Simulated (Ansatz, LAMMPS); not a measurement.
# Glassy ZnIn2Ga2O7 (108 atoms): geometry optimisation, part 2 of 3

How does glassy ZnIn2Ga2O7 (108 atoms) relax, and what do bonds, charges and levels look like afterwards?

Ansatz 0.2.0; Kohn-Sham DFT, LDA, PAW (set soft_2), plane waves.

The cell: 18 Ga, 18 In, 63 O and 9 Zn. The quench rate of 10 K/ps is orders of magnitude faster than experiment. The starting topology of bonds comes from the classical model. The Brillouin zone is sampled at Γ only, in a cell whose shortest periodic width is 11 Å.

So far. Step 3 (Single point at the start): Neighbours are counted within 2.50 Å (O-Ga), 2.77 Å (O-In), 2.50 Å (O-Zn).

## (4) Relaxation

With the cell held, the atoms are moved downhill towards a nearby minimum.

input.yaml

```yaml
crystal:
  lattice:
    - [10.88286, 0.0, 0.0]
    - [0.0, 10.88286, 0.0]
    - [0.0, 0.0, 10.88286]
  atoms:
    [... the 108 atom lines of step 3 ...]
kpoints:
  mp_grid: { grid: [1, 1, 1] }
hamiltonian:
  xc: lda
scf:
  occupations: { method: gaussian, width: 0.025 }
output:
  forces: true
relax:
  f_tol: 0.03
  max_steps: 193
```

On the command line:

```sh
> ansatz run input.yaml --threads 4 --pin off --max-ram 8192MiB --backend cpu --events-out ev --progress --plain --runs-dir out
```

Numbers of over 12 decimals in the logs are rounded to 6 here.

What it wrote:

```text
[...]
Crystal: 108 atoms, lattice volume = 1288.929 Å³
Basis set: ecut = 420 eV, 25269 PW (Γ)
Bands: 585, of which v1, the nominal top of the filled ones, is band 477 counted from 1 (476 counted from 0)
Symmetry: 1 space group operations
[...]
k-points: 1
[...]
SCF iter   1: F=—  HF=-229156.802491 eV  |F-HF|=—  |Δ(HF+E_count)|=         —  Δρ=1.88e-2  dr2=3.88e0  ethr=1.77e-3  ⟨swp⟩=6.0  Hψ=2223  notcnv=0  defer=5
[...]
SCF iter   8: F=-229155.679173 eV  HF=-229155.679178 eV  |F-HF|=4.02e-6  |Δ(HF+E_count)|=   2.04e-6  Δρ=2.23e-5  dr2=6.96e-6  ethr=2.36e-9  ⟨swp⟩=4.0  Hψ=1608  notcnv=0
SCF 1 converged in 8 iterations: F = -229155.679173 eV  dr2 = 6.96e-6
[...]
relax step   1: F+E_penalty+E_count = -229155.67917349 eV  Δ(F+E_penalty+E_count) = +0.000e0 eV  max|allowed force component| = 2.392e0 eV/Å  Δτ_max = 0.0000 Å  (8 SCF iters, dr2 threshold 2.25e-5 eV, accepted)
[...]
relax step   2: F+E_penalty+E_count = -229159.82978094 eV  Δ(F+E_penalty+E_count) = -4.151e0 eV  max|allowed force component| = 1.007e0 eV/Å  Δτ_max = 0.1908 Å  (7 SCF iters, dr2 threshold 1.00e-4 eV, accepted)
[...]
relax step   3: F+E_penalty+E_count = -229161.48262260 eV  Δ(F+E_penalty+E_count) = -1.653e0 eV  max|allowed force component| = 4.431e-1 eV/Å  Δτ_max = 0.2000 Å  (7 SCF iters, dr2 threshold 6.34e-5 eV, accepted)
relax step   4: F+E_penalty+E_count = -229161.92987963 eV  Δ(F+E_penalty+E_count) = -4.473e-1 eV  max|allowed force component| = 2.293e-1 eV/Å  Δτ_max = 0.2000 Å  (7 SCF iters, dr2 threshold 3.48e-5 eV, accepted)
relax step   5: F+E_penalty+E_count = -229162.09680751 eV  Δ(F+E_penalty+E_count) = -1.669e-1 eV  max|allowed force component| = 1.502e-1 eV/Å  Δτ_max = 0.2000 Å  (7 SCF iters, dr2 threshold 1.02e-5 eV, accepted)
relax step   6: F+E_penalty+E_count = -229162.19459778 eV  Δ(F+E_penalty+E_count) = -9.779e-2 eV  max|allowed force component| = 1.289e-1 eV/Å  Δτ_max = 0.2000 Å  (8 SCF iters, dr2 threshold 6.04e-6 eV, accepted)
relax step   7: F+E_penalty+E_count = -229162.25165895 eV  Δ(F+E_penalty+E_count) = -5.706e-2 eV  max|allowed force component| = 2.457e-1 eV/Å  Δτ_max = 0.1950 Å  (7 SCF iters, dr2 threshold 7.12e-6 eV, accepted)
relax step   8: F+E_penalty+E_count = -229162.30289053 eV  Δ(F+E_penalty+E_count) = -5.123e-2 eV  max|allowed force component| = 1.465e-1 eV/Å  Δτ_max = 0.2000 Å  (7 SCF iters, dr2 threshold 4.45e-5 eV, accepted)
relax step   9: F+E_penalty+E_count = -229162.34522304 eV  Δ(F+E_penalty+E_count) = -4.233e-2 eV  max|allowed force component| = 1.773e-1 eV/Å  Δτ_max = 0.2000 Å  (9 SCF iters, dr2 threshold 7.62e-6 eV, accepted)
relax step  10: F+E_penalty+E_count = -229162.36422925 eV  Δ(F+E_penalty+E_count) = -1.901e-2 eV  max|allowed force component| = 1.319e-1 eV/Å  Δτ_max = 0.0729 Å  (7 SCF iters, dr2 threshold 1.12e-5 eV, accepted)
relax step  11: F+E_penalty+E_count = -229162.36279677 eV  Δ(F+E_penalty+E_count) = +1.432e-3 eV  max|allowed force component| = 1.742e-1 eV/Å  Δτ_max = 0.2000 Å  (9 SCF iters, dr2 threshold 9.63e-6 eV, rejected (line search))
relax step  12: F+E_penalty+E_count = -229162.38589543 eV  Δ(F+E_penalty+E_count) = -2.167e-2 eV  max|allowed force component| = 1.333e-1 eV/Å  Δτ_max = 0.0975 Å  (10 SCF iters, accepted)
relax step  13: F+E_penalty+E_count = -229162.41617590 eV  Δ(F+E_penalty+E_count) = -3.028e-2 eV  max|allowed force component| = 5.751e-2 eV/Å  Δτ_max = 0.1000 Å  (7 SCF iters, dr2 threshold 9.84e-6 eV, accepted)
relax step  14: F+E_penalty+E_count = -229162.39476566 eV  Δ(F+E_penalty+E_count) = +2.141e-2 eV  max|allowed force component| = 6.005e-1 eV/Å  Δτ_max = 0.1489 Å  (11 SCF iters, rejected (line search))
relax step  15: F+E_penalty+E_count = -229162.44406417 eV  Δ(F+E_penalty+E_count) = -2.789e-2 eV  max|allowed force component| = 5.594e-2 eV/Å  Δτ_max = 0.0745 Å  (9 SCF iters, accepted)
relax step  16: F+E_penalty+E_count = -229162.46150228 eV  Δ(F+E_penalty+E_count) = -1.744e-2 eV  max|allowed force component| = 9.014e-2 eV/Å  Δτ_max = 0.0727 Å  (9 SCF iters, accepted)
relax step  17: F+E_penalty+E_count = -229162.49123935 eV  Δ(F+E_penalty+E_count) = -2.974e-2 eV  max|allowed force component| = 1.170e-1 eV/Å  Δτ_max = 0.1125 Å  (7 SCF iters, dr2 threshold 7.69e-6 eV, accepted)
relax step  18: F+E_penalty+E_count = -229162.52124411 eV  Δ(F+E_penalty+E_count) = -3.000e-2 eV  max|allowed force component| = 2.659e-1 eV/Å  Δτ_max = 0.1649 Å  (7 SCF iters, dr2 threshold 1.37e-5 eV, accepted)
relax step  19: F+E_penalty+E_count = -229162.53778902 eV  Δ(F+E_penalty+E_count) = -1.654e-2 eV  max|allowed force component| = 3.472e-1 eV/Å  Δτ_max = 0.0992 Å  (6 SCF iters, dr2 threshold 7.07e-5 eV, accepted)
relax step  20: F+E_penalty+E_count = -229162.64259463 eV  Δ(F+E_penalty+E_count) = -1.048e-1 eV  max|allowed force component| = 2.296e-1 eV/Å  Δτ_max = 0.2000 Å  (7 SCF iters, dr2 threshold 1.00e-4 eV, accepted)
relax step  21: F+E_penalty+E_count = -229162.67937383 eV  Δ(F+E_penalty+E_count) = -3.678e-2 eV  max|allowed force component| = 1.909e-1 eV/Å  Δτ_max = 0.0961 Å  (6 SCF iters, dr2 threshold 2.31e-5 eV, accepted)
relax step  22: F+E_penalty+E_count = -229162.75085507 eV  Δ(F+E_penalty+E_count) = -7.148e-2 eV  max|allowed force component| = 1.335e-1 eV/Å  Δτ_max = 0.2000 Å  (7 SCF iters, dr2 threshold 1.60e-5 eV, accepted)
relax step  23: F+E_penalty+E_count = -229162.77104637 eV  Δ(F+E_penalty+E_count) = -2.019e-2 eV  max|allowed force component| = 1.460e-1 eV/Å  Δτ_max = 0.0956 Å  (7 SCF iters, dr2 threshold 8.71e-6 eV, accepted)
relax step  24: F+E_penalty+E_count = -229162.80650264 eV  Δ(F+E_penalty+E_count) = -3.546e-2 eV  max|allowed force component| = 1.148e-1 eV/Å  Δτ_max = 0.1180 Å  (7 SCF iters, dr2 threshold 1.04e-5 eV, accepted)
relax step  25: F+E_penalty+E_count = -229162.81964247 eV  Δ(F+E_penalty+E_count) = -1.314e-2 eV  max|allowed force component| = 3.924e-2 eV/Å  Δτ_max = 0.0523 Å  (7 SCF iters, dr2 threshold 8.16e-6 eV, accepted)
[...]
relax step  26: F+E_penalty+E_count = -229162.82210490 eV  Δ(F+E_penalty+E_count) = -2.462e-3 eV  max|allowed force component| = 1.860e-2 eV/Å  Δτ_max = 0.0217 Å  (8 SCF iters, accepted)
SCF converged after 8 iterations
Free energy (F): -229162.822105 eV
[...]
Internal energy: -229162.822105 eV  (E = F + TS)
E sigma→0 (E₀):  -229162.822105 eV
Fermi energy:    8.519275 eV
[...]
--- Forces (eV/Å), atoms counted from 1 ---
  atom   1  Ga     0.00369665    -0.00281279     0.00239484
  atom   2  Ga     0.00693889    -0.00147732    -0.00058398
  atom   3  Ga     0.00248872    -0.00053792    -0.00032829
  atom   4  Ga    -0.00767077    -0.00178164     0.00113266
  atom   5  Ga    -0.00162772     0.00337959     0.00242658
  atom   6  Ga     0.00063109    -0.00031004    -0.00470301
  atom   7  Ga     0.00022229     0.00319589    -0.00131666
  atom   8  Ga    -0.00124237    -0.00303857    -0.00906696
  atom   9  Ga     0.00281928     0.00220926    -0.00456397
  atom  10  Ga    -0.00173820     0.00179082    -0.00390761
  atom  11  Ga     0.00630787     0.00562336     0.01859788
  atom  12  Ga    -0.00013421    -0.00399632    -0.00183888
  atom  13  Ga     0.00001932    -0.00515774     0.00080669
  atom  14  Ga     0.00235799     0.00183388     0.00034927
[...]
atom 107  Zn    -0.00276210     0.00353329     0.00479533
  atom 108  Zn     0.00119430    -0.00326438     0.00789598
  max |Σ_I F_I| component: 1.56e-4 eV/Å
--- Relaxed structure (26 steps of the walk, 24 accepted, 0 SCFs on fresh bases) ---
  F+E_penalty+E_count = -229162.82210490 eV   max|allowed force component| = 1.860e-2 eV/Å
  atoms:
    - { symbol: Ga, position: [0.125132, 0.106894, 0.848866] }
    - { symbol: Ga, position: [0.061029, 0.772212, 0.408275] }
    - { symbol: Ga, position: [0.085694, 0.964988, 0.588901] }
    - { symbol: Ga, position: [0.448623, 0.159301, 0.301728] }
[...]
- { symbol: Zn, position: [0.677587, 0.604587, 0.083167] }
```

It took 7.5 min on 4 threads of Arm Neoverse V2, shared host; peak memory 2.1 GiB.

Step by step (22 of 26):

| step | energy less that of the first step (eV) | largest force component (eV/Å) |
| --- | --- | --- |
| 1 | 0.0000 | 2.3918 |
| 2 | -4.1506 | 1.0072 |
| 3 | -5.8034 | 0.4431 |
| 5 | -6.4176 | 0.1502 |
| 6 | -6.5154 | 0.1289 |
| 7 | -6.5725 | 0.2457 |
| 8 | -6.6237 | 0.1465 |
| 9 | -6.6660 | 0.1773 |
| 11 | -6.6836 | 0.1742 |
| 12 | -6.7067 | 0.1333 |
| 13 | -6.7370 | 0.0575 |
| 14 | -6.7156 | 0.6005 |
| 15 | -6.7649 | 0.0559 |
| 16 | -6.7823 | 0.0901 |
| 18 | -6.8421 | 0.2659 |
| 19 | -6.8586 | 0.3472 |
| 20 | -6.9634 | 0.2296 |
| 21 | -7.0002 | 0.1909 |
| 22 | -7.0717 | 0.1335 |
| 24 | -7.1273 | 0.1148 |
| 25 | -7.1405 | 0.0392 |
| 26 | -7.1429 | 0.0186 |

Relaxation steps 11, 14 were tried and not accepted.

The atoms that moved most (Å):

| atom | dx | dy | dz | length |
| --- | --- | --- | --- | --- |
| Zn102 | -0.685 | 0.690 | -0.695 | 1.195 |
| O51 | 1.112 | -0.354 | 0.114 | 1.173 |
| Zn105 | 0.861 | 0.123 | -0.343 | 0.935 |
| In23 | -0.262 | 0.644 | -0.233 | 0.733 |
| O61 | -0.299 | 0.632 | -0.157 | 0.717 |
| O93 | 0.143 | -0.610 | 0.263 | 0.679 |
| Ga8 | 0.211 | 0.308 | -0.474 | 0.603 |
| O48 | 0.172 | 0.480 | 0.309 | 0.596 |

The relaxation changed the energy by -66.1 meV/atom, and atoms moved by 0.35 Å r.m.s., 1.2 Å at most.

## (5) Distances and neighbours after relaxation

Bonds before and after, by the cutoffs listed below:

| pair | bonds before | bonds after | mean before (Å) | mean after (Å) | spread before (Å) | spread after (Å) |
| --- | --- | --- | --- | --- | --- | --- |
| O-Ga | 104 | 98 | 2.037 | 1.965 | 0.134 | 0.096 |
| O-In | 100 | 101 | 2.147 | 2.176 | 0.147 | 0.146 |
| O-Zn | 38 | 40 | 2.052 | 2.028 | 0.120 | 0.109 |

Density 6.34 g/cm³, 11.93 Å³ an atom.

Pair distribution functions g(r), in bins of 0.2 Å:

```csv
r (Å),total,O-O,O-Ga,O-In,O-Zn,Ga-Ga,Ga-In
1.70,0.03,0.00,0.14,0.00,0.00,0.00,0.00
1.90,2.04,0.00,8.30,0.12,4.13,0.00,0.00
2.10,2.40,0.00,2.86,7.44,4.01,0.00,0.00
2.30,0.45,0.00,0.27,1.66,0.73,0.00,0.00
2.50,0.30,0.60,0.14,0.35,0.00,0.00,0.00
2.70,1.18,3.00,0.19,0.19,0.13,2.10,0.00
2.90,1.20,2.46,0.11,0.16,0.10,4.84,0.38
3.10,1.10,1.68,0.33,0.09,0.74,1.64,3.17
3.30,1.04,1.10,0.70,0.42,0.84,2.62,1.02
3.50,1.09,0.74,0.96,0.82,0.95,2.85,2.85
3.70,1.02,0.70,1.36,0.74,0.66,2.32,1.51
3.90,0.88,0.88,1.04,1.01,1.06,0.40,0.42
4.10,0.95,0.72,1.27,1.25,0.86,0.19,0.58
4.30,1.00,0.60,1.75,1.27,1.43,0.51,0.51
4.50,0.99,0.61,1.52,1.18,1.79,0.47,0.23
4.70,1.14,0.96,1.33,1.87,1.07,0.28,0.58
4.90,1.03,1.12,0.96,1.21,1.01,1.45,0.53
5.10,1.04,1.31,0.98,0.94,0.84,0.24,1.26
5.30,0.95,1.04,0.72,0.98,1.12,0.79,0.95
```

Bonds by pair of elements; cutoffs follow the first minimum of g(r), held within bounds set by covalent radii, and pairs that aren't listed don't count as bonded:

| pair A-B | cutoff (Å) | bonds | mean length (Å) | spread (Å) | shortest (Å) | B about A | A about B |
| --- | --- | --- | --- | --- | --- | --- | --- |
| O-Ga | 2.43 | 98 | 1.97 | 0.096 | 1.80 | 1.56 | 5.44 |
| O-In | 2.77 | 101 | 2.18 | 0.146 | 2.00 | 1.60 | 5.61 |
| O-Zn | 2.48 | 40 | 2.03 | 0.109 | 1.86 | 0.635 | 4.44 |

How many atoms have how many bonded neighbours:

```csv
element,mean,3,4,5,6,7
Ga,5.44,0,2,6,10,0
In,5.61,0,1,6,10,1
O,3.79,16,44,3,0,0
Zn,4.44,1,4,3,1,0
```

Bond angles, per cent of each kind in bins of 5°:

```csv
angle (°),O-In-O,O-Ga-O,Ga-O-In,Ga-O-Ga,O-Zn-O
60–65,1.3,0.0,0.0,0.0,0.0
65–70,3.8,0.0,0.0,0.0,0.0
70–75,3.8,0.4,0.0,0.0,1.4
75–80,13.5,8.6,1.9,1.4,11.1
80–85,12.7,17.1,1.0,6.9,9.7
85–90,9.7,14.4,5.8,6.9,11.1
90–95,6.3,12.6,18.4,20.5,5.6
95–100,5.5,9.9,13.6,16.4,13.9
100–105,5.1,6.8,8.7,4.1,4.2
105–110,4.2,3.6,5.8,0.0,6.9
110–115,4.6,3.1,2.9,4.1,4.2
115–120,2.5,2.7,9.7,11.0,5.6
120–125,1.7,1.4,6.8,5.5,0.0
125–130,2.9,0.4,10.7,9.6,4.2
130–135,3.8,0.0,2.9,8.2,2.8
135–140,2.9,0.9,3.9,1.4,4.2
140–145,4.6,0.0,2.9,1.4,2.8
145–150,2.1,0.9,1.9,1.4,4.2
150–155,1.7,1.8,0.0,0.0,1.4
155–160,3.8,4.0,1.0,0.0,2.8
160–165,1.3,3.1,1.9,0.0,1.4
165–170,1.3,2.7,0.0,1.4,0.0
170–175,0.8,3.6,0.0,0.0,1.4
175–180,0.0,1.8,0.0,0.0,1.4
```

Bond angles (no mean is given where the spread exceeds 20°):

```
  angle  count  mean (°)  spread (°)
 O-In-O    237         -           -
 O-Ga-O    222         -           -
Ga-O-In    103       110        19.2
Ga-O-Ga     73       107        18.8
 O-Zn-O     72         -           -
```

Oxygen atoms by the number of network formers (Si, P, Ge, B, Al, As, Ga) bound to them:

```
network formers bound to O  O atoms  per cent
                         0       15      23.8
                         1       19      30.2
                         2       10      15.9
                         3       17        27
                         4        2       3.2
```

Network units: each former by its oxygen neighbours and how many of them bridge to another former:

```
former  O neighbours  bridging O  atoms
    Ga             4           2      1
    Ga             4           3      1
    Ga             5           1      1
    Ga             5           4      2
    Ga             5           5      3
    Ga             6           3      1
    Ga             6           5      7
    Ga             6           6      2
```

Bond length by coordination (bonds to H left out):

```
element  coordination  atoms  mean bond length (Å)
     Ga             4      2                  1.86
     Ga             5      6                  1.93
     Ga             6     10                  2.00
     In             4      1                  2.06
     In             5      6                  2.13
     In             6     10                  2.20
     In             7      1                  2.27
      O             3     16                  2.00
      O             4     44                  2.07
      O             5      3                  2.21
     Zn             3      1                  1.91
     Zn             4      4                  1.98
     Zn             5      3                  2.07
     Zn             6      1                  2.10
```

For some of the pairs, g(r) has its first main peak near 2.8 Å (O-O), 1.9 Å (O-Ga), 2.1 Å (O-In), 2.0 Å (O-Zn) and 2.9 Å (Ga-Ga). With the cutoffs above, 56 % of Ga atoms have 6, 56 % of In atoms have 6, 70 % of O atoms have 4 and 44 % of Zn atoms have 4 bonded neighbours. Counting bonds to Ga alone, not to In and Zn, 16 % of the oxygens join two of these atoms and 30 % one; 27 % join three; 3 % join four; 24 % join none. The commonest Ga unit has 6 oxygens, 5 of them shared with other formers (7 of 18 atoms).

[end of part 2 of 3]

[Logs are printed without paths, hosts, clocks, repeated set-up lines and the standing remarks that a program may print on its own settings, such as how far it seeks lower states.]

[Hosts, paths, dates, database ids (printed as entryN), source tags and the programs' standing remarks are cut or masked in the printed files.]
